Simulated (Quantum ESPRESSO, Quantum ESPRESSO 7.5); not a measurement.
**Nb(100): thickness series by an ASE script**

How thick must a slab of Nb(100) be?

Main program and level: Quantum ESPRESSO 7.5; plane-wave DFT, PBE, GBRV ultrasoft pseudopotentials.

Experimental background.

“Anisotropic work function of elemental crystals” (2019, arxiv:1902.07811) quotes from earlier work for Nb (clean (100) face): work function (clean (100) face) 3.97 eV.

## Step 1: The structure

The cell holds 8 atoms: 8 Nb. Cell: a = 3.300 Å, b = 3.300 Å, c = 26.550 Å, α = 90.0°, β = 90.0°, γ = 90.0°. It derives from Nb. Vacuum lies along c.

Coordinates:

```xyz
8
Lattice="3.3000 0.0000 0.0000 0.0000 3.3000 0.0000 0.0000 0.0000 26.5500" Properties=species:S:1:pos:R:3
Nb    1.6500    1.6500    7.5000
Nb    0.0000    0.0000    9.1500
Nb    1.6500    1.6500   10.8000
Nb    0.0000    0.0000   12.4500
Nb    1.6500    1.6500   14.1000
Nb    0.0000    0.0000   15.7500
Nb    1.6500    1.6500   17.4000
Nb    0.0000    0.0000   19.0500
```

## Step 2: Running the series

ASE writes the inputs, starts pw.x and reads the results. Under ESM bc1 the zero of energy of a symmetric slab is the vacuum, so the work function is minus the Fermi level.

Input file run.py:

```python
import json
import numpy as np
from ase.build import bcc100
from ase.calculators.espresso import Espresso, EspressoProfile

profile = EspressoProfile(command='mpirun -n 4 pw.x -nk 4', pseudo_dir='../pseudo')
pseudopotentials = {'Nb': 'nb_pbe_v1.uspp.F.UPF'}
system = {'ecutwfc': 40, 'ecutrho': 200, 'occupations': 'smearing', 'smearing': 'mv', 'degauss': 0.02}


def calculator(name, kpts, **extra):
    data = dict(control=dict(tprnfor=True, verbosity='high', disk_io='none'),
                system=system | extra,
                electrons=dict(conv_thr=1e-07, mixing_beta=0.4, mixing_mode='local-TF',
                               electron_maxstep=100))
    return Espresso(profile=profile, directory=name, pseudopotentials=pseudopotentials, kpts=kpts, input_data=data)


def centre(atoms):
    z = atoms.positions[:, 2]
    atoms.positions[:, 2] -= (z.max() + z.min()) / 2  # ESM wants the slab about z = 0
    return atoms


rows = []
for n in [3, 4, 5, 6, 7, 8]:
    slab = centre(bcc100('Nb', size=(1, 1, n), a=3.3, vacuum=7.5, periodic=True))
    slab.set_initial_magnetic_moments([0.0] * n)
    slab.calc = calculator(f'n{n}', (8, 8, 1), assume_isolated='esm', esm_bc='bc1')
    energy = slab.get_potential_energy()
    work = -slab.calc.get_fermi_level()
    force = slab.get_forces()[-1, 2]
    rows.append([n, energy, work, force])
    print(f'{n} layers: E = {energy:.5f} eV, work function {work:.3f} eV, force on the top atom {force:+.3f} eV/A')

n, energy = np.array(rows)[:, :2].T
slope, offset = np.polyfit(n[1:], energy[1:], 1)
area = np.linalg.norm(np.cross(*slab.cell[:2]))
gamma = offset / (2 * area) * 16.0218
print(f'bulk energy from the slope {slope:.5f} eV an atom; unrelaxed surface energy {gamma:.3f} J/m^2')
json.dump(dict(rows=rows, slope=slope, gamma=gamma), open('result.json', 'w'))
```

Launch:

```bash
OMP_NUM_THREADS=1 python run.py
```

What it wrote:

```text
3 layers: E = -4810.22802 eV, work function 3.680 eV, force on the top atom -1.520 eV/A
4 layers: E = -6414.64578 eV, work function 3.766 eV, force on the top atom -0.687 eV/A
5 layers: E = -8019.31071 eV, work function 3.754 eV, force on the top atom -1.178 eV/A
6 layers: E = -9623.92348 eV, work function 3.742 eV, force on the top atom -1.115 eV/A
7 layers: E = -11228.44548 eV, work function 3.752 eV, force on the top atom -0.997 eV/A
8 layers: E = -12833.02000 eV, work function 3.763 eV, force on the top atom -1.116 eV/A
bulk energy from the slope -1604.58832 eV an atom; unrelaxed surface energy 2.693 J/m^2
```

The job ended after 11 min (4 MPI ranks of Arm Neoverse V2, shared host; peak memory 0.98 GiB; 45 min of CPU time).

The input that ASE wrote for the first run, and its log:

```
&CONTROL
   verbosity        = 'high'
   tprnfor          = .true.
   disk_io          = 'none'
   pseudo_dir       = '../pseudo'
/
&SYSTEM
   ecutwfc          = 40
   ecutrho          = 200
   occupations      = 'smearing'
   degauss          = 0.02
   smearing         = 'mv'
   assume_isolated  = 'esm'
   esm_bc           = 'bc1'
   ntyp             = 1
   nat              = 3
   ibrav            = 0
/
&ELECTRONS
   electron_maxstep = 100
   conv_thr         = 1e-07
   mixing_mode      = 'local-TF'
   mixing_beta      = 0.4
/
&IONS
/
&CELL
/
&FCP
/
&RISM
/
ATOMIC_SPECIES
Nb 92.90637 nb_pbe_v1.uspp.F.UPF

K_POINTS automatic
8 8 1  0 0 0

CELL_PARAMETERS angstrom
3.30000000000000 0.00000000000000 0.00000000000000
0.00000000000000 3.30000000000000 0.00000000000000
0.00000000000000 0.00000000000000 18.30000000000000

ATOMIC_POSITIONS angstrom
Nb 0.0000000000 0.0000000000 -1.6500000000  
Nb 1.6500000000 1.6500000000 0.0000000000  
Nb 0.0000000000 0.0000000000 1.6500000000
```

```text
Program PWSCF v.7.5 starts
[citation notice left out]

     Parallel version (MPI & OpenMP), running on       4 processor cores
     Number of MPI processes:                 4
     Threads/MPI process:                     1

     MPI processes distributed on     1 nodes
[... 1 line left out ...]

Warning: card &CELL ignored
Warning: card &FCP ignored
Warning: card &RISM ignored

     Current dimensions of program PWSCF are:
     Max number of different atomic species (ntypx) = 10
     Max number of k-points (npk) =  40000
     Max angular momentum in pseudopotentials (lmaxx) =  4
     Message from routine setup:
     using ibrav=0 with symmetry is DISCOURAGED, use correct ibrav instead

     K-points division:     npool     =       4
     Subspace diagonalization in iterative solution of the eigenvalue problem:
     a serial algorithm will be used

     G-vector sticks info
     --------------------
     sticks:   dense  smooth     PW     G-vecs:    dense   smooth      PW
     Sum         621     497    145                64079    46003    7837

     Using Slab Decomposition

     bravais-lattice index     =            0
     lattice parameter (alat)  =       6.2361  a.u.
     unit-cell volume          =    1344.8553 (a.u.)^3
     number of atoms/cell      =            3
     number of atomic types    =            1
     number of electrons       =        39.00
     number of Kohn-Sham states=           24
     kinetic-energy cutoff     =      40.0000  Ry
     charge density cutoff     =     200.0000  Ry
     scf convergence threshold =      1.0E-07
     mixing beta               =       0.4000
     number of iterations used =            8  local-TF  mixing
     Exchange-correlation= SLA  PW   PBE  PBE
                           (   1   4   3   4   0   0   0)

     Effective Screening Medium Method
     =================================
     Boundary Conditions: Vacuum-Slab-Vacuum
     total charge in unit cell        =   0.0000
     grid points for fit at edges     =        4

[... 10 lines left out ...]
     PseudoPot. # 1 for Nb read from file:
     ../pseudo/nb_pbe_v1.uspp.F.UPF
     Pseudo is Ultrasoft + core correction, Zval = 13.0
     Generated by new atomic code, or converted to UPF format
     Using radial grid of  887 points,  6 beta functions with:
                l(1) =   0
                l(2) =   0
                l(3) =   1
                l(4) =   1
                l(5) =   2
                l(6) =   2
     Q(r) pseudized with  6 coefficients,  rinner =    1.000   1.000   1.000
                                                       1.000   1.000

     atomic species   valence    mass     pseudopotential
     Nb               13.00    92.90637     Nb( 1.00)

     16 Sym. Ops., with inversion, found

                                    s                        frac. trans.

      isym =  1     identity

 cryst.   s( 1) = (     1          0          0      )
[... 629 lines left out ...]
   -34.6923 -34.1301 -33.9760 -33.9760  -8.8254  -7.0186  -6.8897  -6.8238
    -5.1205  -3.6555  -3.6486  -3.6029  -3.6029  -3.0759  -2.8199  -2.8198

     occupation numbers
     1.0000   1.0000   1.0000   1.0000   1.0000   1.0000   1.0000   1.0000
     1.0000   1.0000   1.0000   1.0000   1.0000   1.0000   1.0000   1.0000
     1.0000   0.3408   0.3249   0.2301   0.2301   0.0001   0.0000   0.0000

[... 112 lines left out ...]

     the Fermi energy is    -3.6801 ev

!    total energy              =    -353.54526910 Ry
     estimated scf accuracy    <       0.00000005 Ry
     smearing contrib. (-TS)   =      -0.00303487 Ry
     internal energy E=F+TS    =    -353.54223423 Ry

     The total energy is F=E-TS. E is the sum of the following terms:
     one-electron contribution =    1450.33193843 Ry
     hartree contribution      =    -736.19779317 Ry
     xc contribution           =     -54.85209494 Ry
     ewald contribution        =   -1012.82428455 Ry

     convergence has been achieved in  28 iterations

     negative rho (up, down):  3.141E-03 0.000E+00

     Forces acting on atoms (cartesian axes, Ry/au):

     atom    1 type  1   force =     0.00000000    0.00000000    0.05911593
     atom    2 type  1   force =     0.00000000    0.00000000    0.00000000
     atom    3 type  1   force =     0.00000000    0.00000000   -0.05911593
     The non-local contrib.  to forces
     atom    1 type  1   force =     0.00000000    0.00000000    0.11881843
     atom    2 type  1   force =     0.00000000    0.00000000    0.00000000
     atom    3 type  1   force =     0.00000000    0.00000000   -0.11881843
     The ionic contribution  to forces
     atom    1 type  1   force =     0.00000000    0.00000000 -102.83678555
     atom    2 type  1   force =    -0.00000000   -0.00000000   -0.00000000
     atom    3 type  1   force =     0.00000000    0.00000000  102.83678555
     The local contribution  to forces
     atom    1 type  1   force =     0.00000000    0.00000000  102.79379964
     atom    2 type  1   force =    -0.00000000   -0.00000000    0.00003917
     atom    3 type  1   force =    -0.00000000   -0.00000000 -102.79372130
     The core correction contribution to forces
     atom    1 type  1   force =     0.00000000   -0.00000000   -0.01595602
     atom    2 type  1   force =    -0.00000000    0.00000000   -0.00000000
     atom    3 type  1   force =    -0.00000000    0.00000000    0.01595602
     The Hubbard contrib.    to forces
     atom    1 type  1   force =     0.00000000    0.00000000    0.00000000
     atom    2 type  1   force =     0.00000000    0.00000000    0.00000000
     atom    3 type  1   force =     0.00000000    0.00000000    0.00000000
     The SCF correction term to forces
     atom    1 type  1   force =    -0.00000000   -0.00000000   -0.00072150
     atom    2 type  1   force =    -0.00000000    0.00000000   -0.00000008
     atom    3 type  1   force =    -0.00000000    0.00000000    0.00072130

     Total force =     0.083603     Total SCF correction =     0.001020
     Message from routine punch:
     Nothing written, as per user request (disk_io='none')

[... 1 line left out ...]

[... 1 line left out ...]

[... 1 line left out ...]

[... 3 lines left out ...]

[... 1 line left out ...]

[... 2 lines left out ...]

[... 1 line left out ...]

[... 1 line left out ...]

=------------------------------------------------------------------------------=
   JOB DONE.
=------------------------------------------------------------------------------=
```

This step gave:

```
surface energy                     : 2.693 J/m²
work function of the thickest slab : 3.763 eV
```

Table of work function by layers:

| layers | work function (eV) |
| --- | --- |
| 3.00 | 3.68 |
| 4.00 | 3.77 |
| 5.00 | 3.75 |
| 6.00 | 3.74 |
| 7.00 | 3.75 |
| 8.00 | 3.76 |

The force on the top atom along the normal by layers:

| layers | force on the top atom along the normal (eV/Å) |
| --- | --- |
| 3.00 | -1.52 |
| 4.00 | -0.687 |
| 5.00 | -1.18 |
| 6.00 | -1.12 |
| 7.00 | -0.997 |
| 8.00 | -1.12 |

Energy less the bulk line's slope against layers:

| layers | energy less the bulk line's slope (meV) |
| --- | --- |
| 3.00 | 3537 |
| 4.00 | 3708 |
| 5.00 | 3631 |
| 6.00 | 3606 |
| 7.00 | 3673 |
| 8.00 | 3687 |

## Step 3: The script: PBEsol, GBRV ultrasoft

Level of this step: plane-wave DFT, PBEsol, GBRV ultrasoft pseudopotentials (Quantum ESPRESSO 7.5).

run.py, as its differences from the input of step 2:

```diff
@@ -6,3 +6,3 @@
 profile = EspressoProfile(command='mpirun -n 4 pw.x -nk 4', pseudo_dir='../pseudo')
-pseudopotentials = {'Nb': 'nb_pbe_v1.uspp.F.UPF'}
+pseudopotentials = {'Nb': 'nb_pbesol_v1.uspp.F.UPF'}
 system = {'ecutwfc': 40, 'ecutrho': 200, 'occupations': 'smearing', 'smearing': 'mv', 'degauss': 0.02}
```

Launch:

```bash
OMP_NUM_THREADS=1 python run.py
```

What it wrote:

```text
3 layers: E = -4809.49337 eV, work function 3.749 eV, force on the top atom -1.905 eV/A
4 layers: E = -6413.82233 eV, work function 3.835 eV, force on the top atom -1.061 eV/A
5 layers: E = -8018.40163 eV, work function 3.822 eV, force on the top atom -1.557 eV/A
6 layers: E = -9622.92912 eV, work function 3.809 eV, force on the top atom -1.494 eV/A
7 layers: E = -11227.36525 eV, work function 3.825 eV, force on the top atom -1.372 eV/A
8 layers: E = -12831.85425 eV, work function 3.832 eV, force on the top atom -1.500 eV/A
bulk energy from the slope -1604.50275 eV an atom; unrelaxed surface energy 3.047 J/m^2
```

The job ended after 9.3 min (4 MPI ranks; peak memory 0.97 GiB; 37 min of CPU time).

This step gave:

| Item | Value |
| --- | --- |
| surface energy | 3.047 J/m² |
| work function of the thickest slab | 3.832 eV |

Table of work function by layers:

| layers | work function (eV) |
| --- | --- |
| 3.00 | 3.75 |
| 4.00 | 3.83 |
| 5.00 | 3.82 |
| 6.00 | 3.81 |
| 7.00 | 3.83 |
| 8.00 | 3.83 |

The force on the top atom along the normal by layers:

| layers | force on the top atom along the normal (eV/Å) |
| --- | --- |
| 3.00 | -1.91 |
| 4.00 | -1.06 |
| 5.00 | -1.56 |
| 6.00 | -1.49 |
| 7.00 | -1.37 |
| 8.00 | -1.50 |

Energy less the bulk line's slope against layers:

| layers | energy less the bulk line's slope (meV) |
| --- | --- |
| 3.00 | 4015 |
| 4.00 | 4189 |
| 5.00 | 4112 |
| 6.00 | 4087 |
| 7.00 | 4154 |
| 8.00 | 4168 |

## Step 4: The arithmetic

γ = (E_N − N e_bulk)/(2A). The excess of the thickest slab is 3.687 eV and A = 10.890 Å²: 3.687/(2 × 10.890) × 16.02 = 2.71 J/m² (1 eV/Å² = 16.02 J/m²); the fit's intercept gives 2.69.

## Step 5: What came out

```yaml
work_function_of_the_thickest_slab_pbe_gbrv_ultrasoft: 3.76 eV
unrelaxed_surface_energy_pbe_gbrv_ultrasoft: 2.69 J/m²
work_function_of_the_thickest_slab_pbesol_gbrv_ultrasoft: 3.83 eV
unrelaxed_surface_energy_pbesol_gbrv_ultrasoft: 3.05 J/m²
```

The thickest slab gives a work function of 3.76 eV and the series an unrelaxed surface energy of 2.69 J/m² (PBE, GBRV ultrasoft). The work function swings by 0.09 eV over 3 to 8 layers and by 0.01 eV over the last step; confined states crossing the Fermi level and the finite mesh both contribute. From 3 layers on it stays within 0.1 eV. The force on the top atom of the thickest slab points inwards (1.12 eV/Å). The slabs are cut from the bulk at the tabulated lattice constant and not relaxed; the surface energy comes from a straight line through the energies of all but the thinnest slab.

Comparison with the measured values:

```
                             quantity  measured        PBE, GBRV     PBEsol, GBRV
work function (clean (100) face) (eV)      3.97  3.76 (-0.21 eV)  3.83 (-0.14 eV)
```

Measured values from arxiv:1902.07811 (2019).

**Verdict.** The grades are ours: good and fair within 3 and 7 % for the work function. Other measurements of the same face can differ from the value quoted by 0.1 to 0.2 eV.

[Logs are printed without paths, hosts, clocks, repeated set-up lines and the standing remarks that a program may print on its own settings, such as how far it seeks lower states.]

[Hosts, paths, dates, database ids (printed as entryN), source tags and the programs' standing remarks are cut or masked in the printed files.]

[Maps of the electrostatic potential energy from Ansatz leave out the sawtooth potential of an applied field or a dipole correction, so their vacuum need not be flat; planar profiles and work functions include it.]
